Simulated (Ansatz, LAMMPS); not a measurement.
**Electronic structure of glassy 46SiO2-16Al2O3-16BaO-16Li2O-5Sc2O3 (mol %) (121 atoms)**

What does DFT give for glassy 46SiO2-16Al2O3-16BaO-16Li2O-5Sc2O3 (mol %) (121 atoms) as built?

Main program and level: Ansatz 0.2.0; Kohn-Sham DFT, PBE, PAW (set soft_2), plane waves.

## 1. The structure

The cell holds 121 atoms: 17 Si, 12 Al, 6 Ba, 12 Li, 4 Sc and 70 O. Cell: a = 11.574 Å, b = 11.574 Å, c = 11.574 Å, α = 90.0°, β = 90.0°, γ = 90.0°. 121 atoms (17 Si, 12 Al, 6 Ba, 12 Li, 4 Sc, 70 O) placed at random at 3.16 g/cm³, melted at 4000 K for 10 ps at fixed volume with the Morse and Coulomb pair potential with partial charges (Pedone, Malavasi, Menziani, Cormack and Segre, J. Phys. Chem. B 110, 11780 (2006)). Quenched from 4000 K to 300 K at 30 K/ps and fixed volume, held 10 ps at zero pressure, then minimised at fixed cell.

Limits known from the start: The quench rate of 30 K/ps is orders of magnitude faster than experiment, which tends to freeze in extra defects. The starting topology of bonds comes from the classical model, and needn't be the one that DFT or experiment would give. Only the Γ point is sampled, in a cell whose shortest periodic width is 12 Å. Spin–orbit coupling is left out, which matters for the levels of the heavy elements.

## 2. Making the structure

A classical potential supplies the starting structure, since it reaches far longer times than DFT.

This step: classical MD, Morse and Coulomb pair potential with partial charges (Pedone, Malavasi, Menziani, Cormack and Segre, J. Phys. Chem. B 110, 11780 (2006)) (LAMMPS 22 Jul 2025 - Update 4).

in.lmp reads:

```
# melt-quench of Si17Al12Ba6Li12Sc4O70
units metal
atom_style charge
boundary p p p
region box block 0 11.6490 0 11.6490 0 11.6490
create_box 6 box
mass 1 28.0850   # Si
mass 2 26.9815   # Al
mass 3 137.3270   # Ba
mass 4 6.9400   # Li
mass 5 44.9559   # Sc
mass 6 15.9990   # O
create_atoms 1 random 17 200049 NULL overlap 1.5 maxtry 2000
create_atoms 2 random 12 200056 NULL overlap 1.5 maxtry 2000
create_atoms 3 random 6 200063 NULL overlap 1.5 maxtry 2000
create_atoms 4 random 12 200070 NULL overlap 1.5 maxtry 2000
create_atoms 5 random 4 200077 NULL overlap 1.5 maxtry 2000
create_atoms 6 random 70 200084 NULL overlap 1.5 maxtry 2000
pair_style hybrid/overlay pedone 5.5 coul/long 8.0
pair_coeff * * coul/long
pair_coeff 1 6 pedone 0.340554 2.006700 2.100000 1   # Si-O
pair_coeff 2 6 pedone 0.361581 1.900442 2.164818 0.9   # Al-O
pair_coeff 3 6 pedone 0.065011 1.547596 3.393410 5   # Ba-O
pair_coeff 4 6 pedone 0.001114 3.429506 2.681360 1   # Li-O
pair_coeff 5 6 pedone 0.000333 3.144445 3.200000 2.6   # Sc-O
pair_coeff 6 6 pedone 0.042395 1.379316 3.618701 22   # O-O
set type 1 charge 2.4
set type 2 charge 1.8
set type 3 charge 1.2
set type 4 charge 0.6
set type 5 charge 1.8
set type 6 charge -1.2
kspace_style pppm 1.0e-4
neigh_modify delay 0 every 1 check yes
# [... 22 lines left out ...]
thermo 1666
fix md all npt temp 300 300 0.2 iso 0 0 2
run 5000 post no
unfix md
thermo 100
min_style cg
minimize 0 1e-3 2000 20000
write_dump all custom glass.dump id type xs ys zs modify sort id
```

Run with:

```
lmp -in in.lmp -log none -nocite
```

Numbers of over 12 decimals in the logs are rounded to 6 here.

The program printed:

```text
LAMMPS (22 Jul 2025 - Update 4)
Created orthogonal box = (0 0 0) to (11.649 11.649 11.649)
Created 17 atoms
Created 12 atoms
Created 6 atoms
Created 12 atoms
Created 4 atoms
Created 70 atoms
PPPM initialization ...
  G vector (1/distance) = 0.37613258
  grid = 12 12 12
  estimated relative force accuracy = 7.0068951e-05
   Step          Time           Temp          PotEng         Press         Density
         0   0              0             -1.1753463      807404.58      3.1600395
        93   0.186          0             -12.971447     -13666.643      3.1600395
Loop time of 0.125114 s on 1 MPI rank(s) for 93 steps with 121 atoms
Minimization stats:
[... 38 lines left out ...]
     71638   143.276        278.72399     -13.051287      1021.4372      3.206773
     72667   145.334        316.51846     -13.046808      5005.785       3.2217768
Loop time of 5.40145 s on 1 MPI rank(s) for 5000 steps with 121 atoms
   Step          Time           Temp          PotEng         Press         Density
     72667   145.334        316.51846     -13.046809      5005.019       3.2217768
     72683   145.366        316.51846     -13.089189      1102.2984      3.2217768
Loop time of 0.0645262 s on 1 MPI rank(s) for 16 steps with 121 atoms
Minimization stats:
  Stopping criterion = linesearch alpha is zero
  Energy initial, next-to-last, final =
     -13.0468090178329  -13.0891893881642  -13.0891893881642
  Force two-norm initial, final = 13.255495 0.59861239
  Iterations, force evaluations = 16 65
```

It took 62 s on 1 thread of Arm Neoverse N1, shared host; peak memory 0.075 GiB.

## 3. Plane-wave single point

One self-consistent run at the given positions yields energy and forces.

input.yaml reads:

```yaml
crystal:
  lattice:
    - [11.57411, 0.0, 0.0]
    - [0.0, 11.57411, 0.0]
    - [0.0, 0.0, 11.57411]
  atoms:
    - { symbol: Si, position: [0.72923, 0.87219, 0.43967] }
    - { symbol: Si, position: [0.51942, 0.63529, 0.95644] }
    - { symbol: Si, position: [0.35747, 0.94162, 0.54763] }
    - { symbol: Si, position: [0.07445, 0.78778, 0.63207] }
    - { symbol: Si, position: [0.58179, 0.80307, 0.64551] }
    - { symbol: Si, position: [0.9258, 0.67507, 0.44811] }
    - { symbol: Si, position: [0.67452, 0.10699, 0.95707] }
    - { symbol: Si, position: [0.55064, 0.70233, 0.31651] }
    - { symbol: Si, position: [0.52948, 0.55225, 0.54088] }
    - { symbol: Si, position: [0.86725, 0.2865, 0.86347] }
    - { symbol: Si, position: [0.32379, 0.5368, 0.11334] }
    - { symbol: Si, position: [0.08111, 0.41835, 0.2813] }
    - { symbol: Si, position: [0.09328, 0.16703, 0.8318] }
    - { symbol: Si, position: [0.58026, 0.40384, 0.88027] }
    - { symbol: Si, position: [0.9984, 0.05126, 0.22311] }
    - { symbol: Si, position: [0.41629, 0.89261, 0.18256] }
    - { symbol: Si, position: [0.43562, 0.11393, 0.35635] }
    - { symbol: Al, position: [0.85316, 0.28293, 0.30466] }
    - { symbol: Al, position: [0.23208, 0.1962, 0.19891] }
    - { symbol: Al, position: [0.58864, 0.19641, 0.71962] }
    - { symbol: Al, position: [0.84292, 0.89911, 0.04588] }
    - { symbol: Al, position: [0.76654, 0.12943, 0.49748] }
    - { symbol: Al, position: [0.7268, 0.68459, 0.12366] }
    - { symbol: Al, position: [0.97819, 0.6331, 0.16951] }
    - { symbol: Al, position: [0.01909, 0.0163, 0.48627] }
    - { symbol: Al, position: [0.22935, 0.151, 0.58464] }
    - { symbol: Al, position: [0.3686, 0.34765, 0.64565] }
    - { symbol: Al, position: [0.1886, 0.78321, 0.07925] }
    - { symbol: Al, position: [0.02357, 0.73549, 0.9003] }
    - { symbol: Ba, position: [0.27564, 0.59895, 0.79769] }
    - { symbol: Ba, position: [0.84219, 0.97008, 0.74495] }
    - { symbol: Ba, position: [0.24558, 0.67098, 0.37186] }
    [... 83 atom lines left out ...]
    - { symbol: O, position: [0.63304, 0.63505, 0.23174] }
    - { symbol: O, position: [0.61161, 0.82973, 0.77453] }
    - { symbol: O, position: [0.55172, 0.18236, 0.3516] }
    - { symbol: O, position: [0.50476, 0.91367, 0.08158] }
    - { symbol: O, position: [0.45018, 0.22022, 0.67514] }
    - { symbol: O, position: [0.16031, 0.79959, 0.92961] }
kpoints:
  mp_grid: { grid: [1, 1, 1] }
hamiltonian:
  xc: pbe
scf:
  occupations: { method: fixed }
output:
  forces: true
  stress: true
  populations: true
  dos:
    method: { smearing: { sigma: 0.15 } }
    de: 0.1
    projected: { site_lists: { Al: [Al], Ba: [Ba], Li: [Li], O: [O], Sc: [Sc] } }
  eigenvalues: true
  write_density: true
  write_potential: true
  volumetric_format: npy
```

Run with:

```
ansatz run input.yaml --threads 8 --pin off --max-ram 15872MiB --backend cpu --events-out ev --progress --plain --runs-dir out
```

The program printed:

```text
Engine: ansatz 0.2.0, aarch64-unknown-linux-gnu
Pseudopotentials: kind: paw
Pseudopotential: Si, paw, valence charge 4, recommended cutoff 420 eV (normal), Si.paw.azcp
Pseudopotential: Al, paw, valence charge 3, recommended cutoff 420 eV (normal), Al.paw.azcp
Pseudopotential: Ba, paw, valence charge 10, recommended cutoff 420 eV (normal), Ba.paw.azcp
Pseudopotential: Li, paw, valence charge 3, recommended cutoff 420 eV (normal), Li.paw.azcp
Pseudopotential: Sc, paw, valence charge 11, recommended cutoff 420 eV (normal), Sc.paw.azcp
Pseudopotential: O, paw, valence charge 6, recommended cutoff 420 eV (normal), O.paw.azcp
[... 5 lines on functional and potentials left out ...]
Crystal: 121 atoms, lattice volume = 1550.468 Å³
Basis set: ecut = 420 eV, 30551 PW (Γ), exchange–correlation on 160×160×160 points (8 copies of the dense FFT grid, shifted against one another)
Bands: 453, of which v1, the nominal top of the filled ones, is band 332 counted from 1 (331 counted from 0)
Symmetry: 1 space group operations
Space group: P1 (ITA 1), of the structure as read, at distance tolerance 1.2e-4 Å
k-points: 1
[... 13 lines on functional and potentials left out ...]
Initial density: superposition of atomic densities (neutral atoms: chi_scale 0, normalization atom), corrected by the library's trained network
Initial wavefunctions: pseudopotential atomic-orbital guess
Functional: x = pbe(κ = 0.804, μ = 0.219515), c = pbe(β = 0.066725)
SCF iter   1: F=—  HF=-103834.293596 eV  |F-HF|=—  |Δ(HF+E_count)|=         —  Δρ=1.99e-3  dr2=7.33e-2  ethr=1.77e-3  ⟨swp⟩=4.0  Hψ=1634  notcnv=0  defer=113
preconditioner: auto → Resta (q_TF=auto, 2.369 Å⁻¹)  ε∞=3.6  [insulator: Δε(μ)=3.720 eV  Ē_g=14.361 eV  n_scr=364 (ndim 8)  ℏωp=23.0 eV  f_vac=0.072  ε∞_Penn≈3.6]
SCF iter   2: F=—  HF=-103834.293216 eV  |F-HF|=—  |Δ(HF+E_count)|=   3.79e-4  Δρ=1.08e-3  dr2=1.98e-2  ethr=1.10e-5  ⟨swp⟩=2.0  Hψ=786  notcnv=0  defer=119
SCF iter   3: F=—  HF=-103834.296466 eV  |F-HF|=—  |Δ(HF+E_count)|=   3.25e-3  Δρ=4.74e-4  dr2=5.59e-3  ethr=2.99e-6  ⟨swp⟩=2.0  Hψ=605  notcnv=0  defer=119
SCF iter   4: F=—  HF=-103834.297117 eV  |F-HF|=—  |Δ(HF+E_count)|=   6.51e-4  Δρ=1.51e-4  dr2=4.76e-4  ethr=8.42e-7  ⟨swp⟩=2.0  Hψ=571  notcnv=0  defer=119
SCF iter   5: F=—  HF=-103834.297187 eV  |F-HF|=—  |Δ(HF+E_count)|=   6.99e-5  Δρ=1.05e-4  dr2=1.66e-4  ethr=7.17e-8  ⟨swp⟩=2.0  Hψ=576  notcnv=0  defer=114
SCF iter   6: F=—  HF=-103834.297193 eV  |F-HF|=—  |Δ(HF+E_count)|=   5.89e-6  Δρ=4.76e-5  dr2=3.57e-5  ethr=2.51e-8  ⟨swp⟩=2.0  Hψ=576  notcnv=0  defer=113
SCF iter   7: F=—  HF=-103834.296833 eV  |F-HF|=—  |Δ(HF+E_count)|=   3.60e-4  Δρ=1.79e-5  dr2=4.61e-6  ethr=5.38e-9  ⟨swp⟩=2.0  Hψ=785  notcnv=0  defer=113
SCF iter   8: F=—  HF=-103834.296834 eV  |F-HF|=—  |Δ(HF+E_count)|=   1.28e-6  Δρ=7.98e-6  dr2=1.05e-6  ethr=6.95e-10  ⟨swp⟩=2.0  Hψ=603  notcnv=0  defer=113
SCF iter   9: F=—  HF=-103834.296835 eV  |F-HF|=—  |Δ(HF+E_count)|=   5.73e-7  Δρ=3.22e-6  dr2=1.73e-7  ethr=1.58e-10  ⟨swp⟩=2.0  Hψ=570  notcnv=0  defer=113
SCF iter  10: F=-103834.296835 eV  HF=-103834.296835 eV  |F-HF|=2.68e-9  |Δ(HF+E_count)|=   8.71e-8  Δρ=1.55e-6  dr2=3.71e-8  ethr=1.51e-11  ⟨swp⟩=27.0  Hψ=5140  notcnv=0
SCF 1 converged in 10 iterations: F = -103834.296835 eV  dr2 = 3.71e-8
  greatest PAW one-centre occupation: 1.000 electrons in one spin orbital (limit 2), on the Li atom at site 45 (counted from 0), in its partial waves of l = 0
SCF converged after 10 iterations
Free energy (F): -103834.296835 eV
Harris-Foulkes:  -103834.296835 eV  (|F-HF|=2.68e-9)
Internal energy: -103834.296835 eV  (E = F + TS)
E sigma→0 (E₀):  -103834.296835 eV
Fermi energy:    4.868978 eV
--- Per-component energies (eV) ---
  E_band       = -3333.485761
  E_kinetic    = 15912.723086
  E_local      = -41035.681291  (includes V_loc(G=0)·N_el)
  E_nonlocal   = 4167.929448
  E_hartree    = 15226.963739
  E_xc         = -8231.842979
  E_vxc        = -9355.434867  (∫ρ·V_xc dr)
  E_paw        = -60875.972800  (= ΣΔE_a)
  E_vpaw       = -3477.125475  (= ΣTr[D̂ρ^β])
  E_aug_tail   = 0.178013  (compensation charges beyond the density's cutoff)
  E_ewald      = -28998.594052
  E_smearing   = -0.000000  (= −TS)
  E_closure    = 0.000000  (closes the sum)
  Σ components = -103834.296835   (vs F -103834.296835, Δ=0.00e0)
--- Forces (eV/Å), atoms counted from 1 ---
  atom   1  Si    -0.63473504    -1.70234991     0.61687079
  atom   2  Si    -0.45254798    -1.23808906     0.32341129
  atom   3  Si     0.61955306    -0.11731669    -0.66000301
  atom   4  Si    -0.49466750     0.26275374     0.57403384
  atom   5  Si    -1.01844072     0.01647168    -1.74226650
  atom   6  Si    -0.73345520     1.15574989     0.50725018
  atom   7  Si     0.17845391     0.34806862    -0.97651229
  atom   8  Si     1.17042759     1.10741078     0.53295896
  atom   9  Si     0.20782916     1.47575680    -0.22620882
  atom  10  Si     0.68958479    -0.59497599     0.10746278
  atom  11  Si     0.80358157     0.64460968    -0.89290621
  atom  12  Si     0.27650998    -0.33685755    -0.88691038
  atom  13  Si     0.47551937     1.24975381    -0.20042467
  atom  14  Si    -0.09197955     0.30002729     0.47751162
[...]
atom 120  O     -0.53357434    -0.75621766    -0.09201753
  atom 121  O      0.74137851     0.49115503    -0.33504884
  max |Σ_I F_I| component: 5.36e-5 eV/Å
--- Stress (GPa, compression-positive) ---
        7.847689       0.578187      -0.731128
        0.578190       5.174574       0.991904
       -0.731130       0.991902       5.403862
  P = ⅓ Tr σ = 6.1420 GPa (61.420 kbar)
--- Band table (eV) ---
  k-point 0: bands = ["-43.6781", "-43.2612", "-43.0656", "-42.7014", [... 437 levels ...], "14.1263", "14.1396", "14.1531", "14.1853", "14.2019", "14.2083", "14.2267", "14.2641", "14.2790", "14.2844", "14.2962", "14.3130"]
--- Löwdin populations: 121 sites ---
  site symbol       q [e]
     0     Si      2.2535
     1     Si      2.3294
     2     Si      2.3160
[...]
120      O      6.8608
  spilling = 0.011105 (of n_electrons = 664.000000)
```

It took 58 s on 8 threads of Arm Neoverse N1, shared host; peak memory 2.4 GiB.

Read from the output:

```
free energy                                      : -103834.2968 eV
free energy per atom                             : -858.1347 eV/atom
SCF cycles                                       : 10
pressure                                         : 6.142 GPa
r.m.s. force component                           : 0.845 eV/Å
longest force                                    : 3.123 eV/Å
Fermi energy                                     : 4.869 eV
gap (highest filled to lowest empty level) : 3.75 eV
spilling of the projection                       : 0.01111
```

Length of the force by element:

| element | coordination | atoms | mean length of the force (eV/Å) | spread | least | most |
| --- | --- | --- | --- | --- | --- | --- |
| Al | all | 12 | 0.966 | 0.409 | 0.287 | 1.71 |
| Ba | all | 6 | 0.536 | 0.177 | 0.258 | 0.802 |
| Li | all | 12 | 0.475 | 0.282 | 0.0661 | 1.05 |
| O | all | 70 | 1.58 | 0.670 | 0.382 | 3.12 |
| Sc | all | 4 | 0.981 | 0.219 | 0.623 | 1.21 |
| Si | all | 17 | 1.28 | 0.415 | 0.571 | 2.02 |

Löwdin charges by element (they lack the spilled electrons, 0.061 e an atom on average):

| element | coordination | atoms | mean charge (e) | spread | least | most |
| --- | --- | --- | --- | --- | --- | --- |
| Al | all | 12 | 1.24 | 0.041 | 1.15 | 1.31 |
| Ba | all | 6 | 1.90 | 0.0102 | 1.89 | 1.91 |
| Li | all | 12 | 0.791 | 0.0204 | 0.759 | 0.829 |
| O | all | 70 | -0.887 | 0.0715 | -1.12 | -0.780 |
| Sc | all | 4 | 1.28 | 0.0264 | 1.25 | 1.32 |
| Si | all | 17 | 1.68 | 0.0342 | 1.62 | 1.75 |

States in the cell by windows of 1 eV, zero at the Fermi level; the larger projections on atomic orbitals stand beside the total:

| from (eV) | to (eV) | total | O p | Sc d |
| --- | --- | --- | --- | --- |
| -10 | -9 | 2.0 | 1.3 | 0.0 |
| -9 | -8 | 8.5 | 5.8 | 0.0 |
| -8 | -7 | 12.1 | 8.5 | 0.0 |
| -7 | -6 | 17.4 | 12.9 | 0.1 |
| -6 | -5 | 29.2 | 22.3 | 0.3 |
| -5 | -4 | 47.2 | 37.1 | 0.8 |
| -4 | -3 | 68.7 | 58.0 | 1.0 |
| -3 | -2 | 84.6 | 76.0 | 1.4 |
| -2 | -1 | 90.4 | 84.5 | 1.1 |
| -1 | 0 | 58.3 | 55.6 | 0.3 |
| 0 | 1 | 1.5 | 1.5 | 0.0 |
| 1 | 3 | 0.0 | 0.0 | 0.0 |
| 3 | 4 | 3.8 | 0.2 | 1.9 |
| 4 | 5 | 25.0 | 1.9 | 16.1 |

With fixed occupations the program's Fermi level is the highest filled level; weight inside the gap is the broadening of levels at its edges.

Between -26 and -10 eV lie 183 more states.

The stored curve holds about 603 of the 664 electrons; the rest, give or take the few that broadening carries across the Fermi level, lie in deeper levels below its range.

Not all projections were asked for or kept, so they needn't add up to the total.

The levels nearest the highest filled one (over half full), pooled over k-points and spins:

| level less the highest filled one (eV) | occupation |
| --- | --- |
| -0.368 | 2 |
| -0.357 | 2 |
| -0.286 | 2 |
| -0.237 | 2 |
| -0.226 | 2 |
| 0 | 2 |
| 3.75 | 0 |
| 3.89 | 0 |
| 4.05 | 0 |
| 4.13 | 0 |
| 4.23 | 0 |
| 4.34 | 0 |

Valence density in the ac plane at fractional y = 0.287, with atoms of Si and Al and Li and Sc and O within 0.2 Å of it. It is the smooth field of the valence electrons, not physical close to the nuclei.

Ten steps, logarithmic in the rise over the least value, from '0' (0.0 e/Å³) to '9' (6.6 e/Å³), each cell a mean:
```
223576536898635675321111222235553
125899746999745776421112344344543
124788644787433554321112344323332
113454322333211222233221233322332
111222112333211112355532123444332
101111112333222222467642112444321
001122111222234433355532112333210
222222111222345543223221001111111
543211123333245432111110000000134
665321246765322221000000000001356
665421369996311000000000111101356
654311358985210000001112344321245
332100134542100000168733688642123
110000011211000000168734799742111
110000000111100011223213577642222
211011001222210012221001234322333
211233221233211112221001232111333
113577642222111133332112454321221
014799752111001245553223565432110
013577642110001345554223455321000
001233321111001234443112333210000
000011111222100112221114762000000
000000011222111111111116984011111
111222212455322343210013652123432
```
Columns run along a (11.6 Å), rows up along c (11.6 Å). Atoms in or near the plane, at fractional coordinates: Si at (0.87, 0.86), Al at (0.85, 0.30), Li at (0.62, 0.45), Li at (0.74, 0.06), Sc at (0.31, 0.94), O at (0.14, 0.92), O at (0.28, 0.54).

Electrostatic potential energy in the ac plane at fractional y = 0.287, with atoms of Si and Al and Li and Sc and O within 0.2 Å of it. With pseudopotentials it is smooth inside the atoms' cores, unlike the true potential.

Ten even steps from '0' (-31 eV) to '9' (11 eV), each cell a mean:
```
999756874000478547999999988888889
998200573000278436999999987533689
998412685212589989999999985000168
999888998777899999999999985000168
999999999999999999987899997422589
999999999999999999863699999888899
999999999998889999876799999999999
888999999976567799888899999999988
456899999875557899999999999999875
013689995356678999999999999998741
002689960006899999999999999998741
225789982038999999887789999999863
778899999899999999742378722699887
999999999999999999742378400389999
999999998889999999887789854567899
999999999899999999999999985565689
999999999999999998889999975686579
999844788999999877678999986565689
999500378899998754357899867777899
999843678899998753246899988999999
999999988999998865567888889999999
999999999999999988888885347999999
999999999888999999999974026899999
999999987655789999999987557999999
```
Columns run along a (11.6 Å; values clipped at the 3rd and 97th percentile), rows up along c (11.6 Å). Atoms in or near the plane, at fractional coordinates: Si at (0.87, 0.86), Al at (0.85, 0.30), Li at (0.62, 0.45), Li at (0.74, 0.06), Sc at (0.31, 0.94), O at (0.14, 0.92), O at (0.28, 0.54).

Mean Löwdin charges: Al +1.24, Ba +1.90, Li +0.79, O -0.89, Sc +1.28, Si +1.68 e (they miss 1.1 % of the electrons, so they add up to more than the cell's charge). The largest share in the top eV of filled states is O p (98 % of the projected weight), and in the lowest eV of empty states Sc d (74 % of the projected weight).

[end of part 1 of 2]

[Logs are printed without paths, hosts, clocks, repeated set-up lines and the standing remarks that a program may print on its own settings, such as how far it seeks lower states.]

[Hosts, paths, dates, database ids (printed as entryN), source tags and the programs' standing remarks are cut or masked in the printed files.]
